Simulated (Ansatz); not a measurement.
# I on W(110): change of the work function

How does one ordered layer of I (hollow site) change the work function of W(110), and what dipole does each adsorbate carry?

Method: plane-wave DFT, PBE, Ansatz PAW, in Ansatz 0.2.0.

## (1) Starting point

The cell holds 4 atoms: 4 W. Its edges and angles: a = 2.737 Å, b = 2.737 Å, c = 24.703 Å, α = 90.0°, β = 90.0°, γ = 70.5°. Vacuum lies along c.

## (2) The clean slab

The bare slab comes first, as the zero from which every change is counted. The two lowest layers are held at bulk places and the upper ones relax. The dipole correction removes the false field that a one-sided slab makes across the periodic vacuum, so each face gets a flat vacuum level of its own.

Input file input.yaml:

```yaml
crystal:
  lattice:
    - [2.2344574285, -1.58, 0.0]
    - [2.2344574285, 1.58, 0.0]
    - [0.0, 0.0, 24.7033722856]
  atoms:
    - { symbol: W, position: [0.0, 0.0, 0.3643227287] }
    - { symbol: W, position: [0.5, 0.5, 0.4547742429] }
    - { symbol: W, position: [0.0, 0.0, 0.5452257571] }
    - { symbol: W, position: [0.5, 0.5, 0.6356772713] }
kpoints:
  mp_grid: { grid: [12, 12, 1] }
hamiltonian:
  xc: pbe
scf:
  occupations: { method: fermi_dirac, width: 0.1 }
  convergence: { dr2_threshold: 1.0e-08 }
efield:
  axis: 3
  dipole_correction: true
  ramp_position: 0.97
  ramp_width: 0.06
relax:
  f_tol: 0.02
  max_steps: 60
  constraints: [{ sites: [0, 1] }]
output:
  write_potential: true
  write_density: true
  volumetric_format: npy
```

Launch:

```sh
$ ansatz run input.yaml --threads 4 --pin off --max-ram 6144MiB --backend cpu --events-out ev --progress --plain --runs-dir out
```

What it wrote:

```text
Engine: ansatz 0.2.0, x86_64-unknown-linux-gnu
Pseudopotentials: kind: paw
Pseudopotential: W, paw, valence charge 14, recommended cutoff 420 eV (normal), W.paw.azcp
Functional definition: PBE
  parameter kappa = 0.804
  parameter beta = 0.066725
  exchange = pbe_x(kappa = kappa, mu = beta*pi^2/3)
  correlation = pbe_c(beta = beta)
Crystal: 4 atoms, lattice volume = 174.428 Å³
Basis set: ecut = 420 eV, 3461 PW (Γ), exchange–correlation on 40×40×360 points (8 copies of the dense FFT grid, shifted against one another)
Bands: 34, of which v1, the nominal top of the filled ones, is band 28 counted from 1 (27 counted from 0)
Symmetry: 4 space group operations
k-points: 43 of 144
Non-local potential: W, projectors of the file, l = 0: 3, l = 1: 2, l = 2: 2, l = 3: 1
PAW form: soft (Blöchl's): semilocal exchange-correlation on the pseudo side does not see the compensation charge
PAW one-centre angular grid: W, 590 points (default); XC on 64 Gauss nodes
Initial density: superposition of atomic densities (neutral atoms: chi_scale 0, normalization atom), corrected by the library's trained network
Initial wavefunctions: pseudopotential atomic-orbital guess
Functional: x = pbe(κ = 0.804, μ = 0.219515), c = pbe(β = 0.066725)
SCF iter   1: F=—  HF=-41536.547941 eV  |F-HF|=—  |Δ(HF+E_count)|=         —  Δρ=9.69e-3  dr2=1.99e0  ethr=1.77e-3  p=0.000 e·Å  D=2.38e-13 V/Å  ΔV_dip=-0.00 eV  dr2_dipole=2.75e-7  V_vac-E_F(+/−)=5.06/5.06 eV  ⟨swp⟩=7.9  Hψ=15776  notcnv=0  defer=16
efield: sawtooth ramp at fractional position 0.9700 (set: `efield.ramp_position`, or a place that a band, a saddle search or an elastic batch's reference lends), width 0.0600; the density the first Hamiltonian is built on has a dipole p = 0.000 e·Å; the dipole correction subtracts the counter field D = 2.38e-13 V/Å, which shifts the + side's vacuum level by -0.00 eV against the − side's; the planar-averaged density in the ramp window peaks in size at 1.1e-5 e/Å³
automatic band count: the SCF goes on with 40 bands, as 34 were too few: the levels above may hold too much charge
preconditioner: auto → LDOS  [metal: Δε(μ)=0.044 eV  Ē_g=6.098 eV  σ=0.100 eV  W_gap=0.11  n_scr=16 (ndim 8)  ℏωp=13.8 eV  f_vac=0.562  D(μ)=3.18/eV (n_scr^D=14)  β→1.0]
SCF iter   2: F=—  HF=-41536.463458 eV  |F-HF|=—  |Δ(HF+E_count)|=   8.45e-2  Δρ=3.80e-3  dr2=1.53e-1  ethr=1.77e-3  p=-0.000 e·Å  D=-1.41e-5 V/Å  ΔV_dip=0.00 eV  dr2_dipole=9.43e-8  V_vac-E_F(+/−)=4.91/4.91 eV  ⟨swp⟩=2.0  Hψ=2409  notcnv=0  defer=46
SCF iter   3: F=—  HF=-41536.454053 eV  |F-HF|=—  |Δ(HF+E_count)|=   9.40e-3  Δρ=7.33e-4  dr2=4.77e-3  ethr=2.73e-4  p=-0.000 e·Å  D=-5.83e-6 V/Å  ΔV_dip=0.00 eV  dr2_dipole=2.38e-8  V_vac-E_F(+/−)=4.90/4.90 eV  ⟨swp⟩=1.9  Hψ=2195  notcnv=0  defer=48
SCF iter   4: F=—  HF=-41536.453645 eV  |F-HF|=—  |Δ(HF+E_count)|=   4.08e-4  Δρ=2.26e-4  dr2=2.83e-4  ethr=8.51e-6  p=-0.000 e·Å  D=-2.80e-6 V/Å  ΔV_dip=0.00 eV  dr2_dipole=3.78e-9  V_vac-E_F(+/−)=4.90/4.90 eV  ⟨swp⟩=2.2  Hψ=2210  notcnv=0  defer=48
SCF iter   5: F=—  HF=-41536.453617 eV  |F-HF|=—  |Δ(HF+E_count)|=   2.83e-5  Δρ=8.21e-5  dr2=9.88e-6  ethr=5.05e-7  p=-0.000 e·Å  D=-1.58e-6 V/Å  ΔV_dip=0.00 eV  dr2_dipole=4.14e-10  V_vac-E_F(+/−)=4.90/4.90 eV  ⟨swp⟩=2.8  Hψ=2489  notcnv=0  defer=48
SCF iter   6: F=—  HF=-41536.453677 eV  |F-HF|=—  |Δ(HF+E_count)|=   6.00e-5  Δρ=1.85e-5  dr2=1.78e-6  ethr=1.76e-8  p=-0.000 e·Å  D=-3.86e-7 V/Å  ΔV_dip=0.00 eV  dr2_dipole=1.14e-13  V_vac-E_F(+/−)=4.90/4.90 eV  ⟨swp⟩=3.0  Hψ=2816  notcnv=0  defer=46
SCF iter   7: F=—  HF=-41536.453677 eV  |F-HF|=—  |Δ(HF+E_count)|=   1.78e-7  Δρ=5.89e-6  dr2=9.95e-8  ethr=3.18e-9  p=-0.000 e·Å  D=-1.01e-7 V/Å  ΔV_dip=0.00 eV  dr2_dipole=5.37e-13  V_vac-E_F(+/−)=4.90/4.90 eV  ⟨swp⟩=2.1  Hψ=2209  notcnv=0  defer=46
SCF iter   8: F=—  HF=-41536.453677 eV  |F-HF|=—  |Δ(HF+E_count)|=   1.72e-7  Δρ=2.08e-6  dr2=1.13e-8  ethr=1.79e-11  p=-0.000 e·Å  D=-5.36e-8 V/Å  ΔV_dip=0.00 eV  dr2_dipole=2.43e-13  V_vac-E_F(+/−)=4.90/4.90 eV  ⟨swp⟩=12.3  Hψ=12531  notcnv=0
SCF iter   9: F=-41536.453677 eV  HF=-41536.453677 eV  |F-HF|=2.94e-9  |Δ(HF+E_count)|=   2.50e-9  Δρ=6.34e-7  dr2=1.01e-9  ethr=1.79e-11  p=-0.000 e·Å  D=-1.42e-8 V/Å  ΔV_dip=0.00 eV  dr2_dipole=1.95e-17  V_vac-E_F(+/−)=4.90/4.90 eV  ⟨swp⟩=10.8  Hψ=10717  notcnv=0
SCF 1 converged in 9 iterations: F = -41536.453677 eV  dr2 = 1.01e-9
  greatest PAW one-centre occupation: 1.000 electrons in one spin orbital (limit 2), on the W atom at site 0 (counted from 0), in its partial waves of l = 0
relax step   1: F+E_penalty+E_count = -41536.45367728 eV  Δ(F+E_penalty+E_count) = +0.000e0 eV  max|allowed force component| = 6.535e-1 eV/Å  Δτ_max = 0.0000 Å  (9 SCF iters, accepted)
Bands: 40, of which v1, the nominal top of the filled ones, is band 28 counted from 1 (27 counted from 0)
Initial density: handed on by an earlier stage of this run
Initial wavefunctions: those handed on with the density
iter 1 solved again at ethr=9.58e-4 eV; its pass at ethr=3.10e-3 eV (dr2=5.36e-1 eV) is discarded
SCF iter   1: F=—  HF=-41536.451068 eV  |F-HF|=—  |Δ(HF+E_count)|=         —  Δρ=7.55e-3  dr2=5.51e-1  ethr=9.58e-4  p=-0.000 e·Å  D=-4.96e-7 V/Å  ΔV_dip=0.00 eV  dr2_dipole=8.25e-2  V_vac-E_F(+/−)=4.92/4.92 eV  ⟨swp⟩=1.6  Hψ=6453  notcnv=0  defer=49
efield: sawtooth ramp at fractional position 0.9700 (set: `efield.ramp_position`, or a place that a band, a saddle search or an elastic batch's reference lends), width 0.0600; the density the first Hamiltonian is built on has a dipole p = -0.000 e·Å; the dipole correction subtracts the counter field D = -4.96e-7 V/Å, which shifts the + side's vacuum level by +0.00 eV against the − side's; the planar-averaged density in the ramp window peaks in size at 4.2e-6 e/Å³
preconditioner: auto → LDOS  [metal: Δε(μ)=0.008 eV  Ē_g=6.108 eV  σ=0.100 eV  W_gap=0.02  n_scr=16 (ndim 8)  ℏωp=13.8 eV  f_vac=0.561  D(μ)=3.03/eV (n_scr^D=12)  β→1.0]
SCF iter   2: F=—  HF=-41536.439070 eV  |F-HF|=—  |Δ(HF+E_count)|=   1.20e-2  Δρ=5.12e-3  dr2=1.98e-1  ethr=9.58e-4  p=0.007 e·Å  D=7.37e-3 V/Å  ΔV_dip=-0.18 eV  dr2_dipole=2.51e-3  V_vac-E_F(+/−)=4.72/4.90 eV  ⟨swp⟩=2.7  Hψ=2768  notcnv=0  defer=49
SCF iter   3: F=—  HF=-41536.411548 eV  |F-HF|=—  |Δ(HF+E_count)|=   2.75e-2  Δρ=1.14e-3  dr2=8.40e-3  ethr=3.53e-4  p=0.005 e·Å  D=5.11e-3 V/Å  ΔV_dip=-0.13 eV  dr2_dipole=6.86e-5  V_vac-E_F(+/−)=4.79/4.91 eV  ⟨swp⟩=2.4  Hψ=2949  notcnv=0  defer=49
[...]
SCF iter   3: F=—  HF=-41536.467262 eV  |F-HF|=—  |Δ(HF+E_count)|=   1.04e-2  Δρ=8.47e-4  dr2=5.12e-3  ethr=1.42e-4  p=0.004 e·Å  D=4.30e-3 V/Å  ΔV_dip=-0.11 eV  dr2_dipole=4.39e-5  V_vac-E_F(+/−)=4.79/4.90 eV  ⟨swp⟩=2.6  Hψ=3087  notcnv=0  defer=49
SCF iter   4: F=—  HF=-41536.466244 eV  |F-HF|=—  |Δ(HF+E_count)|=   1.02e-3  Δρ=1.79e-4  dr2=1.18e-4  ethr=9.14e-6  p=0.004 e·Å  D=3.68e-3 V/Å  ΔV_dip=-0.09 eV  dr2_dipole=5.75e-7  V_vac-E_F(+/−)=4.81/4.90 eV  ⟨swp⟩=2.5  Hψ=2483  notcnv=0  defer=49
SCF iter   5: F=—  HF=-41536.466261 eV  |F-HF|=—  |Δ(HF+E_count)|=   1.70e-5  Δρ=5.43e-5  dr2=8.97e-6  ethr=2.11e-7  p=0.003 e·Å  D=3.19e-3 V/Å  ΔV_dip=-0.08 eV  dr2_dipole=8.64e-7  V_vac-E_F(+/−)=4.82/4.90 eV  ⟨swp⟩=2.2  Hψ=2723  notcnv=0  defer=49
SCF iter   6: F=—  HF=-41536.466316 eV  |F-HF|=—  |Δ(HF+E_count)|=   5.47e-5  Δρ=1.68e-5  dr2=2.41e-6  ethr=1.60e-8  p=0.003 e·Å  D=2.93e-3 V/Å  ΔV_dip=-0.07 eV  dr2_dipole=2.52e-8  V_vac-E_F(+/−)=4.83/4.90 eV  ⟨swp⟩=2.8  Hψ=3011  notcnv=0  defer=49
SCF iter   7: F=—  HF=-41536.466316 eV  |F-HF|=—  |Δ(HF+E_count)|=   9.84e-8  Δρ=6.68e-6  dr2=1.22e-7  ethr=4.30e-9  p=0.003 e·Å  D=2.81e-3 V/Å  ΔV_dip=-0.07 eV  dr2_dipole=1.59e-9  V_vac-E_F(+/−)=4.83/4.90 eV  ⟨swp⟩=2.0  Hψ=2145  notcnv=0  defer=49
SCF iter   8: F=—  HF=-41536.466316 eV  |F-HF|=—  |Δ(HF+E_count)|=   1.35e-7  Δρ=2.67e-6  dr2=2.96e-8  ethr=2.18e-10  p=0.003 e·Å  D=2.77e-3 V/Å  ΔV_dip=-0.07 eV  dr2_dipole=7.82e-10  V_vac-E_F(+/−)=4.83/4.90 eV  ⟨swp⟩=3.0  Hψ=3077  notcnv=0  defer=49
SCF iter   9: F=-41536.466316 eV  HF=-41536.466316 eV  |F-HF|=3.67e-9  |Δ(HF+E_count)|=   1.99e-8  Δρ=7.34e-7  dr2=1.32e-9  ethr=1.79e-11  p=0.003 e·Å  D=2.76e-3 V/Å  ΔV_dip=-0.07 eV  dr2_dipole=5.70e-13  V_vac-E_F(+/−)=4.83/4.90 eV  ⟨swp⟩=11.2  Hψ=11238  notcnv=0
SCF 3 converged in 9 iterations: F = -41536.466316 eV  dr2 = 1.32e-9
relax step   3: F+E_penalty+E_count = -41536.46631625 eV  Δ(F+E_penalty+E_count) = -1.264e-2 eV  max|allowed force component| = 9.000e-2 eV/Å  Δτ_max = 0.0345 Å  (9 SCF iters, accepted)
SCF iter   1: F=—  HF=-41536.467006 eV  |F-HF|=—  |Δ(HF+E_count)|=         —  Δρ=7.95e-4  dr2=4.51e-3  ethr=1.73e-4  p=0.003 e·Å  D=2.76e-3 V/Å  ΔV_dip=-0.07 eV  dr2_dipole=5.29e-4  V_vac-E_F(+/−)=4.83/4.90 eV  ⟨swp⟩=2.1  Hψ=2956  notcnv=0  defer=49
efield: sawtooth ramp at fractional position 0.9700 (set: `efield.ramp_position`, or a place that a band, a saddle search or an elastic batch's reference lends), width 0.0600; the density the first Hamiltonian is built on has a dipole p = 0.003 e·Å; the dipole correction subtracts the counter field D = 2.76e-3 V/Å, which shifts the + side's vacuum level by -0.07 eV against the − side's; the planar-averaged density in the ramp window peaks in size at 2.5e-6 e/Å³
preconditioner: auto → LDOS  [metal: Δε(μ)=0.042 eV  Ē_g=6.069 eV  σ=0.100 eV  W_gap=0.10  n_scr=16 (ndim 8)  ℏωp=13.8 eV  f_vac=0.561  D(μ)=3.08/eV (n_scr^D=14)  β→1.0]
SCF iter   2: F=—  HF=-41536.466781 eV  |F-HF|=—  |Δ(HF+E_count)|=   2.25e-4  Δρ=3.58e-4  dr2=1.22e-3  ethr=8.05e-6  p=0.002 e·Å  D=2.05e-3 V/Å  ΔV_dip=-0.05 eV  dr2_dipole=4.65e-5  V_vac-E_F(+/−)=4.85/4.90 eV  ⟨swp⟩=2.0  Hψ=2582  notcnv=0  defer=49
SCF iter   3: F=—  HF=-41536.466695 eV  |F-HF|=—  |Δ(HF+E_count)|=   8.52e-5  Δρ=1.37e-4  dr2=1.44e-4  ethr=2.17e-6  p=0.002 e·Å  D=2.31e-3 V/Å  ΔV_dip=-0.06 eV  dr2_dipole=1.26e-5  V_vac-E_F(+/−)=4.84/4.90 eV  ⟨swp⟩=2.0  Hψ=2277  notcnv=0  defer=49
SCF iter   4: F=—  HF=-41536.466675 eV  |F-HF|=—  |Δ(HF+E_count)|=   2.02e-5  Δρ=3.26e-5  dr2=6.82e-6  ethr=2.57e-7  p=0.002 e·Å  D=2.20e-3 V/Å  ΔV_dip=-0.05 eV  dr2_dipole=8.20e-7  V_vac-E_F(+/−)=4.84/4.90 eV  ⟨swp⟩=3.4  Hψ=3095  notcnv=0  defer=49
SCF iter   5: F=—  HF=-41536.466723 eV  |F-HF|=—  |Δ(HF+E_count)|=   4.76e-5  Δρ=1.10e-5  dr2=2.53e-7  ethr=1.22e-8  p=0.002 e·Å  D=2.19e-3 V/Å  ΔV_dip=-0.05 eV  dr2_dipole=5.37e-9  V_vac-E_F(+/−)=4.84/4.90 eV  ⟨swp⟩=2.5  Hψ=2375  notcnv=0  defer=49
SCF iter   6: F=—  HF=-41536.466723 eV  |F-HF|=—  |Δ(HF+E_count)|=   2.64e-7  Δρ=4.54e-6  dr2=3.52e-8  ethr=4.52e-10  p=0.002 e·Å  D=2.20e-3 V/Å  ΔV_dip=-0.05 eV  dr2_dipole=1.71e-10  V_vac-E_F(+/−)=4.84/4.90 eV  ⟨swp⟩=2.8  Hψ=3007  notcnv=0  defer=49
SCF iter   7: F=-41536.466723 eV  HF=-41536.466723 eV  |F-HF|=5.68e-9  |Δ(HF+E_count)|=   7.87e-8  Δρ=1.73e-6  dr2=9.39e-9  ethr=1.79e-11  p=0.002 e·Å  D=2.20e-3 V/Å  ΔV_dip=-0.05 eV  dr2_dipole=1.08e-12  V_vac-E_F(+/−)=4.84/4.90 eV  ⟨swp⟩=11.5  Hψ=11405  notcnv=0
SCF 4 converged in 7 iterations: F = -41536.466723 eV  dr2 = 9.39e-9
relax step   4: F+E_penalty+E_count = -41536.46672319 eV  Δ(F+E_penalty+E_count) = -4.069e-4 eV  max|allowed force component| = 1.129e-2 eV/Å  Δτ_max = 0.0139 Å  (7 SCF iters, accepted)
NSCF: frozen V_eff on 43 k-points
the band table was solved once a step of the walk had ended and its energy, with any forces and stress, was formed, with the checks that follow a solve (9077 applications of the Hamiltonian). They found nothing against the state; the energy, forces and stress were not computed again (output.eigenvalues in the input reference)
WARN: The output density's exchange-correlation potential varies sharply where the density is thin. Do not read a vacuum level from v_tot or v_xc, or from such a field of the output density. On a cell that repeats whose density bears no net charge and no dipole along the vacuum's axis use v_es (v_loc + v_h of the components); under efield.dipole_correction with no amplitude use v_es + v_field, which holds any externa [...]
SCF converged after 7 iterations
Free energy (F): -41536.466723 eV
Harris-Foulkes:  -41536.466723 eV  (|F-HF|=5.68e-9)
Internal energy: -41536.366955 eV  (E = F + TS)
E sigma→0 (E₀):  -41536.416839 eV
Entropy (-TS):   -0.099768 eV (-24.942 meV/atom)
Fermi energy:    5.203880 eV
Dipole field:    D = 0.002197 V/Å  (p = 0.002118 e·Å, saw-weighted, corrected)
Work function:   Φ+ = 4.8447 eV   Φ− = 4.8989 eV
Levels:          The Fermi level and band energies are counted from a zero that moves with the ramp; work functions are not
--- Per-component energies (eV) ---
  E_band       = -1291.057246
  E_kinetic    = 1792.505387
  E_local      = -71121.558173  (includes V_loc(G=0)·N_el)
  E_nonlocal   = 4.576205
  E_hartree    = 34741.224917
  E_xc         = -1063.352008
  E_vxc        = -949.335306  (∫ρ·V_xc dr)
  E_paw        = -34249.938995  (= ΣΔE_a)
  E_vpaw       = -499.704009  (= ΣTr[D̂ρ^β])
  E_aug_tail   = -0.000235  (compensation charges beyond the density's cutoff)
  E_efield     = 0.000002  (sawtooth field / dipole correction)
  E_vefield    = -0.001025  (∫n·V_field dr)
  E_ewald      = 28360.175944
  E_smearing   = -0.099768  (= −TS)
  E_closure    = 0.000000  (closes the sum)
  Σ components = -41536.466723   (vs F -41536.466723, Δ=0.00e0)
--- Forces (eV/Å), atoms counted from 1 ---
  atom   1  W      0.00000000     0.00000000     0.36117693
  atom   2  W      0.00000000    -0.00000000    -0.34159744
  atom   3  W      0.00000000    -0.00000000    -0.00830038
  atom   4  W      0.00000000    -0.00000000    -0.01129443
  max |Σ_I F_I| component: 1.53e-5 eV/Å
--- Band table (eV; the first three rows and the last of 43) ---
  k-point 0: bands = [... 24 lower, 3.7540, 3.7892, 3.9762, 4.5401, 4.8127, 5.7605, 6.0199, 6.9297, ... 8 higher]
  k-point 1: bands = [... 24 lower, 3.5720, 3.7614, 4.1231, 4.4811, 4.8136, 5.3411, 6.2452, 6.7515, ... 8 higher]
  k-point 2: bands = [... 24 lower, 3.3977, 3.5331, 3.9616, 4.3822, 4.9156, 5.2947, 6.6226, 6.6532, ... 8 higher]
  k-point 42: bands = [... 24 lower, 3.7933, 5.7375, 5.8442, 6.2645, 6.3571, 6.8712, 7.2505, 8.8378, ... 8 higher]
--- Relaxed structure (4 steps of the walk, 3 accepted, 0 SCFs on fresh bases) ---
  F+E_penalty+E_count = -41536.46672319 eV   max|allowed force component| = 1.129e-2 eV/Å
  atoms:
    - { symbol: W, position: [0.0, 0.0, 0.3643227287] }
    - { symbol: W, position: [0.5, 0.5, 0.4547742429] }
    - { symbol: W, position: [-6.653930e-19, 6.653930e-19, 0.546759] }
    - { symbol: W, position: [0.5, 0.5, 0.635499] }
```

Run time: 27 s. Hardware: 4 threads of Intel Xeon Platinum 8259CL at 2.50GHz (Skylake/Cascade Lake), shared host; peak memory 0.67 GiB.

The column dr2 measures how far the density is from self-consistency, as an energy; F and HF (Harris–Foulkes) agree once it is small.

Relaxation path:

| step | energy less that of the first step (eV) | largest force component (eV/Å) |
| --- | --- | --- |
| 1 | 0.0000 | 0.6535 |
| 2 | 0.0440 | 1.3654 |
| 3 | -0.0126 | 0.0900 |
| 4 | -0.0130 | 0.0113 |

Relaxation step 2 was tried and not accepted.

The run keeps the 4 symmetry operations that the program found, so distortions that break them were not tested.

The atoms that moved most (Å):

| atom | dx | dy | dz | length |
| --- | --- | --- | --- | --- |
| W3 | 0.000 | 0.000 | 0.038 | 0.038 |

The relaxed structure:

```xyz
4
Lattice="2.2345 -1.5800 0.0000 2.2345 1.5800 0.0000 0.0000 0.0000 24.7034" Properties=species:S:1:pos:R:3
W     0.0000    0.0000    9.0000
W     2.2345    0.0000   11.2345
W     0.0000    0.0000   13.5068
W     2.2345    0.0000   15.6990
```

Numbers from this step:

```
energy at zero smearing        : -41536.4168 eV
work function, upper face      : 4.845 eV
work function, lower face      : 4.899 eV
dipole along the normal        : 0.002118 e·Å
step between the vacuum levels : -0.05428 eV
```

Running mean over 2.234 Å of the planar mean; the ramp of the sawtooth is left out. Electron's electrostatic potential energy less the Fermi level against z:

| z (Å) | electron's electrostatic potential energy less the Fermi level (eV) |
| --- | --- |
| 3.5 | 4.90 |
| 4.0 | 4.90 |
| 4.5 | 4.90 |
| 5.0 | 4.89 |
| 5.5 | 4.86 |
| 6.0 | 4.75 |
| 6.5 | 4.41 |
| 7.0 | 3.30 |
| 7.5 | -0.135 |
| 8.0 | -5.75 |
| 8.5 | -10.5 |
| 9.0 | -12.2 |
| 9.5 | -12.5 |
| 10.0 | -12.6 |
| 10.5 | -12.7 |
| 11.0 | -12.7 |
| 11.5 | -12.7 |
| 12.0 | -12.5 |
| 12.5 | -12.4 |
| 13.0 | -12.6 |
| 13.5 | -12.8 |
| 14.0 | -13.0 |
| 14.5 | -13.1 |
| 15.0 | -12.9 |
| 15.5 | -12.5 |
| 16.0 | -11.5 |
| 16.5 | -7.95 |
| 17.0 | -2.27 |
| 17.5 | 2.24 |
| 18.0 | 4.06 |
| 18.5 | 4.61 |
| 19.0 | 4.78 |
| 19.5 | 4.82 |
| 20.0 | 4.84 |
| 20.5 | 4.84 |
| 21.0 | 4.84 |
| 21.5 | 4.84 |

The relaxation took 4 steps and lowered the energy by 0.013 eV; the largest force on the free atoms ends at 0.011 eV/Å.

The work function of the upper face is 4.84 eV.

(Part 1 of 2 ends here.)

[Long decimals in the printed logs are rounded to 6 places.]

[Logs are printed without paths, hosts, clocks, repeated set-up lines and the standing remarks that a program may print on its own settings, such as how far it seeks lower states.]

[Hosts, paths, dates, database ids (printed as entryN), source tags and the programs' standing remarks are cut or masked in the printed files.]

[Maps of the electrostatic potential energy from Ansatz leave out the sawtooth potential of an applied field or a dipole correction, so their vacuum need not be flat; planar profiles and work functions include it.]
